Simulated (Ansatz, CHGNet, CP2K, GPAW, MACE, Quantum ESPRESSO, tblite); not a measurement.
# CP2K runs on generalised stacking fault on (111) (glide set) of a Ge-Sn solid solution (48 atoms), part 3 of 3

Aim: run generalised stacking fault on (111) (glide set) of a Ge-Sn solid solution (48 atoms) in CP2K and see how near its forces come to a plane-wave reference, and at what cost.

Program: CP2K 2026.2; the method stands at each step. Banners, paths, timers and routine set-up lines are dropped from the logs unmarked, and long logs keep their key lines alone; longer cuts are marked.

So far. Step 6 (PBE, DZVP-MOLOPT-SR, 350/20 Ry, diagonalisation): Against the first run (4.9 %), the force difference from the reference is 5.4 %, at 0.78 times the CPU time: the grid matters here. Step 7 (PBE, DZVP-UZH, 350/50 Ry, diagonalisation): Against the first run (4.9 %), the force difference from the reference is 4.6 %, at 0.95 times the CPU time, with 624 basis functions against 624; this set comes with other potentials too, so the change isn't the basis's alone.

### Step 8. PBE, DZVP-MOLOPT-SR, 489/50 Ry, diagonalisation

Method: Kohn-Sham DFT, PBE, GTH-PBE pseudopotentials, Gaussian and plane waves, DZVP-MOLOPT-SR-GTH, diagonalisation.

The input, input.inp:

```
&GLOBAL
  PROJECT cell
  RUN_TYPE ENERGY_FORCE
  PRINT_LEVEL LOW
&END GLOBAL
&FORCE_EVAL
  METHOD QS
  STRESS_TENSOR ANALYTICAL
  &DFT
    BASIS_SET_FILE_NAME BASIS_MOLOPT
    POTENTIAL_FILE_NAME GTH_POTENTIALS
    &MGRID
      CUTOFF 489
      REL_CUTOFF 50
    &END MGRID
    &QS
      EPS_DEFAULT 1.0E-12
    &END QS
    &SCF
      SCF_GUESS ATOMIC
      EPS_SCF 5.0E-06
      MAX_SCF 200
      ADDED_MOS 21
      &DIAGONALIZATION
        ALGORITHM STANDARD
      &END DIAGONALIZATION
      &SMEAR ON
        METHOD FERMI_DIRAC
        ELECTRONIC_TEMPERATURE [K] 580
      &END SMEAR
      &MIXING
        METHOD BROYDEN_MIXING
        ALPHA 0.15
        NBROYDEN 12
      &END MIXING
      &PRINT
        &RESTART OFF
        &END RESTART
      &END PRINT
    &END SCF
    &XC
      &XC_FUNCTIONAL PBE
      &END XC_FUNCTIONAL
    &END XC
    &PRINT
      &MULLIKEN ON
      &END MULLIKEN
      &HIRSHFELD ON
        SHAPE_FUNCTION DENSITY
      &END HIRSHFELD
      &MO ON
        EIGENVALUES T
        OCCUPATION_NUMBERS T
        MO_INDEX_RANGE 85 108
        &EACH
          QS_SCF 0
        &END EACH
        ADD_LAST NUMERIC
      &END MO
    &END PRINT
  &END DFT
  &SUBSYS
    &CELL
      A 8.33424 0.00000 0.00000
      B 0.00000 7.21767 0.00000
      C 3.81983 0.00000 20.51464
    &END CELL
    &TOPOLOGY
      COORD_FILE_NAME structure.xyz
      COORD_FILE_FORMAT XYZ
    &END TOPOLOGY
    &KIND Ge
      BASIS_SET DZVP-MOLOPT-SR-GTH-q4
      POTENTIAL GTH-PBE-q4
    &END KIND
    &KIND Sn
      BASIS_SET DZVP-MOLOPT-SR-GTH-q4
      POTENTIAL GTH-PBE-q4
    &END KIND
  &END SUBSYS
  &PRINT
    &FORCES ON
    &END FORCES
    &STRESS_TENSOR ON
    &END STRESS_TENSOR
  &END PRINT
&END FORCE_EVAL
```

The input, structure.xyz:

```xyz
48

[... 48 atom lines left out: the same atoms as in the first run ...]
```

The run is started by

```
$ OMP_NUM_THREADS=2 cp2k.psmp -i input.inp > output.txt
```

Numbers of over 12 decimals in the logs are rounded to 6 here.

Output:

```text
CP2K| version string:                                       CP2K version 2026.2
 CP2K| Input file name                                                 input.inp
 GLOBAL| Basis set file name                                        BASIS_MOLOPT
 GLOBAL| Potential file name                                      GTH_POTENTIALS
 GLOBAL| Run type                                                   ENERGY_FORCE
 GLOBAL| Total number of message passing processes                             1
 GLOBAL| Number of threads for this process                                    2
[... lines left out ...]
                        Smear method:                                FERMI_DIRAC
[... lines left out ...]
 Number of electrons:                                                        192
[... lines left out ...]
  Step     Update method      Time    Convergence         Total energy    Change
[... lines left out ...]
  *** SCF run converged in    17 steps ***
[... lines left out ...]
  Fermi energy:                                                 0.156921
  Total energy:                                              -181.586542
  Total energy (extrapolated to T->0):                       -181.582098
[... lines left out ...]
 MO| E(Fermi):            0.156921 a.u.          4.270038 eV
[... lines left out ...]
     48       Ge     1       4.000          3.985                         0.015
  Total Charge                                                           -0.000
 !-----------------------------------------------------------------------------!
 ENERGY| Total FORCE_EVAL ( QS ) energy [hartree]           -181.586607
 FORCES| Atomic forces [hartree/bohr]
 FORCES|   Atom     x               y               z               |f|
 FORCES|      1  2.56985349E-02 -1.28086107E-02 -8.62618455E-03   2.99814320E-02
 FORCES|      2  1.98715913E-02  8.72657793E-03 -1.69206848E-02   2.75198633E-02
 FORCES|      3 -3.05279051E-02 -1.76368998E-02  2.52862553E-02   4.33867253E-02
[...]
FORCES|     47  1.32756677E-03 -1.13141377E-02  6.14077490E-03   1.29414551E-02
 FORCES|     48 -3.81305500E-02  1.63965194E-02 -2.09662965E-02   4.65012933E-02
 FORCES| Sum     3.07680350E-07 -7.85274188E-07  9.52777092E-07
 FORCES| Total atomic force                                       1.27244133E-06
 STRESS| Analytical stress tensor [bar]
 STRESS|                        x                   y                   z
 STRESS|      x        1.66974289676E+05  -1.67062451625E+04   1.25801451111E+04
 STRESS|      y       -1.67062451625E+04   3.51238112220E+04  -1.41419782887E+04
 STRESS|      z        1.25801451111E+04  -1.41419782887E+04   6.58789466938E+04
 STRESS| 1/3 Trace                                             8.93256825306E+04
```

Run time: 1.8 min. Hardware: 2 threads of Arm Neoverse V2, shared host; peak memory 2.9 GiB.

Numbers from this run, and their distance from the reference:

```yaml
r_m_s_force_component: 1.129 eV/Å
r_m_s_difference_of_force_components: 57.95 meV/Å
longest_difference_of_force_vectors: 249.1 meV/Å
force_difference_over_r_m_s_force: 4.936 %
slope_of_forces_against_the_reference_s: 0.9614
correlation_of_force_components: 0.9995
pressure: 8.933 GPa
pressure_difference: 0.4452 GPa
energy_less_the_same_level_run_s: 0.0002 meV/atom
r_m_s_force_difference_from_the_same_level_run: 0.015 meV/Å
```

Against the first run (4.9 %), the force difference from the reference is 4.9 %, at 1.5 times the CPU time: the change moves forces by 0.015 meV/Å r.m.s., so most of the difference comes from elsewhere.

The difference per atom is largest on Sn (0.14 eV/Å on average, against 0.045 on Ge).

### Step 9. PBE, DZVP-MOLOPT-SR, 244/50 Ry, diagonalisation

Method: Kohn-Sham DFT, PBE, GTH-PBE pseudopotentials, Gaussian and plane waves, DZVP-MOLOPT-SR-GTH, diagonalisation.

Changes to input.inp since step 8:

```diff
@@ -12,3 +12,3 @@
     &MGRID
-      CUTOFF 489
+      CUTOFF 244
       REL_CUTOFF 50
@@ -67,6 +67,6 @@
     &END CELL
-    &TOPOLOGY
-      COORD_FILE_NAME structure.xyz
-      COORD_FILE_FORMAT XYZ
-    &END TOPOLOGY
+    &COORD
+      SCALED
+[... 48 atom lines left out: the same atoms as in the first run ...]
+    &END COORD
     &KIND Ge
```

Output:

```text
CP2K| version string:                                       CP2K version 2026.2
 CP2K| Input file name                                                 input.inp
 GLOBAL| Basis set file name                                        BASIS_MOLOPT
 GLOBAL| Potential file name                                      GTH_POTENTIALS
 GLOBAL| Run type                                                   ENERGY_FORCE
 GLOBAL| Total number of message passing processes                             1
 GLOBAL| Number of threads for this process                                    2
[... lines left out ...]
                        Smear method:                                FERMI_DIRAC
[... lines left out ...]
 Number of electrons:                                                        192
[... lines left out ...]
  Step     Update method      Time    Convergence         Total energy    Change
[... lines left out ...]
  *** SCF run converged in    17 steps ***
[... lines left out ...]
  Fermi energy:                                                 0.156921
  Total energy:                                              -181.586540
  Total energy (extrapolated to T->0):                       -181.582096
[... lines left out ...]
 MO| E(Fermi):            0.156921 a.u.          4.270038 eV
[... lines left out ...]
     48       Ge     1       4.000          3.985                         0.015
  Total Charge                                                           -0.000
 !-----------------------------------------------------------------------------!
 ENERGY| Total FORCE_EVAL ( QS ) energy [hartree]           -181.586605
 FORCES| Atomic forces [hartree/bohr]
 FORCES|   Atom     x               y               z               |f|
 FORCES|      1  2.56996649E-02 -1.28095798E-02 -8.62448731E-03   2.99823263E-02
 FORCES|      2  1.98732408E-02  8.72642590E-03 -1.69214618E-02   2.75214839E-02
 FORCES|      3 -3.05287109E-02 -1.76369651E-02  2.52865467E-02   4.33874886E-02
[...]
FORCES|     47  1.32708392E-03 -1.13135474E-02  6.14104105E-03   1.29410158E-02
 FORCES|     48 -3.81302567E-02  1.63963120E-02 -2.09664680E-02   4.65010570E-02
 FORCES| Sum     2.53924063E-06  2.17478786E-06  5.70932546E-07
 FORCES| Total atomic force                                       3.39166761E-06
 STRESS| Analytical stress tensor [bar]
 STRESS|                        x                   y                   z
 STRESS|      x        1.66975012080E+05  -1.67061163503E+04   1.25800098056E+04
 STRESS|      y       -1.67061163503E+04   3.51243458614E+04  -1.41419843582E+04
 STRESS|      z        1.25800098056E+04  -1.41419843582E+04   6.58783975614E+04
 STRESS| 1/3 Trace                                             8.93259185009E+04
```

The job ended after 68 s (2 threads; peak memory 1.2 GiB).

Numbers from this run, and their distance from the reference:

```
r.m.s. force component                          : 1.129 eV/Å
r.m.s. difference of force components           : 57.94 meV/Å
longest difference of force vectors             : 249.1 meV/Å
force difference over r.m.s. force              : 4.935 %
slope of forces against the reference's         : 0.9614
correlation of force components                 : 0.9995
pressure                                        : 8.933 GPa
pressure difference                             : 0.4452 GPa
energy less the same-level run's                : 0.0016 meV/atom
r.m.s. force difference from the same-level run : 0.052 meV/Å
```

Against the first run (4.9 %), the force difference from the reference is 4.9 %, at 0.95 times the CPU time: the change moves forces by 0.052 meV/Å r.m.s., so most of the difference comes from elsewhere.

The difference per atom is largest on Sn (0.14 eV/Å on average, against 0.045 on Ge).

### Step 10. Side by side

Differences are against the plane-wave reference, forces as r.m.s. over components; share is that over the reference's r.m.s. force, slope the least-squares factor from reference forces to these. Total energies of different programs have different zeros and aren't compared.

| run | Δ force, r.m.s. (meV/Å) | share (%) | slope | Δ pressure (GPa) | cores | CPU time | memory (GiB) |
| --- | --- | --- | --- | --- | --- | --- | --- |
| reference | - | - | - | - | 4 | 63 s | 1.7 |
| CP2K PBE, DZVP-MOLOPT-SR, 350/50 Ry, diagonalisation | 57.9 | 4.94 | 0.961 | 0.445 | 2 | 2.3 min | 1.7 |
| CP2K PBE, TZV2P-MOLOPT (SR for Ge, Sn), 350/50 Ry, diagonalisation | 58.3 | 4.96 | 0.960 | 0.146 | 4 | 3.3 min | 3.6 |
| CP2K PBE+D3, DZVP-MOLOPT-SR, 350/50 Ry, diagonalisation | 72.3 | 6.16 | 0.948 | -0.161 | 2 | 2.3 min | 1.8 |
| CP2K revPBE, PBE potentials, DZVP-MOLOPT-SR, 350/50 Ry, diagonalisation | 59.3 | 5.05 | 0.963 | 0.666 | 2 | 2.3 min | 1.7 |
| CP2K PBE, DZVP-MOLOPT-SR, 350/20 Ry, diagonalisation (coarse) | 63.2 | 5.38 | 0.959 | 0.479 | 2 | 1.8 min | 1.7 |
| CP2K PBE, DZVP-UZH, 350/50 Ry, diagonalisation | 53.8 | 4.58 | 0.965 | 0.213 | 2 | 2.2 min | 1.7 |
| CP2K PBE, DZVP-MOLOPT-SR, 489/50 Ry, diagonalisation | 57.9 | 4.94 | 0.961 | 0.445 | 2 | 3.4 min | 2.9 |
| CP2K PBE, DZVP-MOLOPT-SR, 244/50 Ry, diagonalisation (coarse) | 57.9 | 4.94 | 0.961 | 0.445 | 2 | 2.2 min | 1.2 |

Rows marked coarse were listed beforehand as settings not expected to be converged; some can still land near the reference.

CPU time is summed over cores on a shared host, where runs went side by side, so it is rough. Symmetry, cutoffs, thresholds, outputs and thread counts weren't matched or tuned between programs; memory under MPI is the largest rank's times the ranks.

Mean charges by element (e), by run and scheme:

| run | scheme | Ge | Sn |
| --- | --- | --- | --- |
| reference | Löwdin | -0.07 | +0.25 |
| CP2K PBE, DZVP-MOLOPT-SR, 350/50 Ry, diagonalisation | Mulliken | -0.03 | +0.06 |
| CP2K PBE, DZVP-MOLOPT-SR, 350/50 Ry, diagonalisation | Hirshfeld | -0.02 | +0.06 |
| CP2K PBE, TZV2P-MOLOPT (SR for Ge, Sn), 350/50 Ry, diagonalisation | Mulliken | -0.24 | +0.58 |
| CP2K PBE, TZV2P-MOLOPT (SR for Ge, Sn), 350/50 Ry, diagonalisation | Hirshfeld | -0.03 | +0.06 |
| CP2K PBE+D3, DZVP-MOLOPT-SR, 350/50 Ry, diagonalisation | Mulliken | -0.03 | +0.06 |
| CP2K PBE+D3, DZVP-MOLOPT-SR, 350/50 Ry, diagonalisation | Hirshfeld | -0.02 | +0.06 |
| CP2K revPBE, PBE potentials, DZVP-MOLOPT-SR, 350/50 Ry, diagonalisation | Mulliken | -0.03 | +0.06 |
| CP2K revPBE, PBE potentials, DZVP-MOLOPT-SR, 350/50 Ry, diagonalisation | Hirshfeld | -0.03 | +0.06 |
| CP2K PBE, DZVP-UZH, 350/50 Ry, diagonalisation | Mulliken | -0.06 | +0.14 |
| CP2K PBE, DZVP-UZH, 350/50 Ry, diagonalisation | Hirshfeld | -0.03 | +0.06 |
| CP2K PBE, DZVP-MOLOPT-SR, 489/50 Ry, diagonalisation | Mulliken | -0.03 | +0.06 |
| CP2K PBE, DZVP-MOLOPT-SR, 489/50 Ry, diagonalisation | Hirshfeld | -0.02 | +0.06 |
| CP2K PBE, DZVP-MOLOPT-SR, 244/50 Ry, diagonalisation | Mulliken | -0.03 | +0.06 |
| CP2K PBE, DZVP-MOLOPT-SR, 244/50 Ry, diagonalisation | Hirshfeld | -0.02 | +0.06 |

The reference's Löwdin charges lack the electrons that the projection spills, 0.024 e an atom on average.

Within one program, basis, potentials and functional, energies share a zero. Each run against its twin at the usual cutoff or grid and solver:

| run | twin | Δ energy (meV/atom) | Δ force, r.m.s. (meV/Å) | CPU time over the twin's |
| --- | --- | --- | --- | --- |
| CP2K PBE, DZVP-MOLOPT-SR, 350/20 Ry, diagonalisation | DZVP-MOLOPT-SR, 350/50 Ry, diagonalisation | -1.54 | 16.4 | 0.78 |
| CP2K PBE, DZVP-MOLOPT-SR, 489/50 Ry, diagonalisation | DZVP-MOLOPT-SR, 350/50 Ry, diagonalisation | 2.0e-4 | 0.015 | 1.5 |
| CP2K PBE, DZVP-MOLOPT-SR, 244/50 Ry, diagonalisation | DZVP-MOLOPT-SR, 350/50 Ry, diagonalisation | 0.0016 | 0.052 | 0.95 |

Further runs of this program without a result: CP2K GFN1-xTB, diagonalisation (not converged).

### Step 11. What came out

```yaml
nearest_in_forces: CP2K PBE, DZVP-UZH, 350/50 Ry, diagonalisation, 4.6 %
its_cpu_time: 2.2 min
```

**Reading.** The PBE runs in local orbitals, coarse settings apart, differ by 4.6 % (CP2K PBE, DZVP-UZH, 350/50 Ry, diagonalisation) to 5.0 % (CP2K PBE, TZV2P-MOLOPT (SR for Ge, Sn), 350/50 Ry, diagonalisation); basis, grid and potentials can all enter. Rows with another functional or a dispersion term differ by 5.1 % (CP2K revPBE, PBE potentials, DZVP-MOLOPT-SR, 350/50 Ry, diagonalisation) to 6.2 % (CP2K PBE+D3, DZVP-MOLOPT-SR, 350/50 Ry, diagonalisation), which mixes the change of model with differences of basis and potentials, some of them made for another functional. Runs with settings chosen to be coarse differ by 4.9 % (CP2K PBE, DZVP-MOLOPT-SR, 244/50 Ry, diagonalisation) to 5.4 % (CP2K PBE, DZVP-MOLOPT-SR, 350/20 Ry, diagonalisation), their programs' other errors included. None of the electronic-structure runs in the table takes under half the reference's CPU time of 63 s; they take 1.7 to 3.2 times as much. Charges hang on scheme and program or settings: among these rows the mean for Sn runs from +0.06 to +0.58 e. The potentials hold different valence shells: 672 electrons in the reference, 192 in CP2K with DZVP-UZH; this bears on time and differences. The reference's stress is far from hydrostatic: its diagonal is 16.1, 3.2, 6.1 GPa, compression counted positive. The host structure and its lattice constant were typed by rule, without a check against the phase diagram. The reference's pressure of 8.5 GPa belongs to a cell and atoms that aren't relaxed at this level. The electronic-structure runs sample only Γ, in a cell whose shortest periodic width is 7 Å, which is coarse for a cell with partly filled levels.

[Also dropped from logs without a mark: logging warnings of Python, and SIESTA's first energy breakdown and zero terms.]

[Logs are printed without paths, hosts, clocks, repeated set-up lines and the standing remarks that a program may print on its own settings, such as how far it seeks lower states.]

[Hosts, paths, dates, database ids (printed as entryN), source tags and the programs' standing remarks are cut or masked in the printed files.]
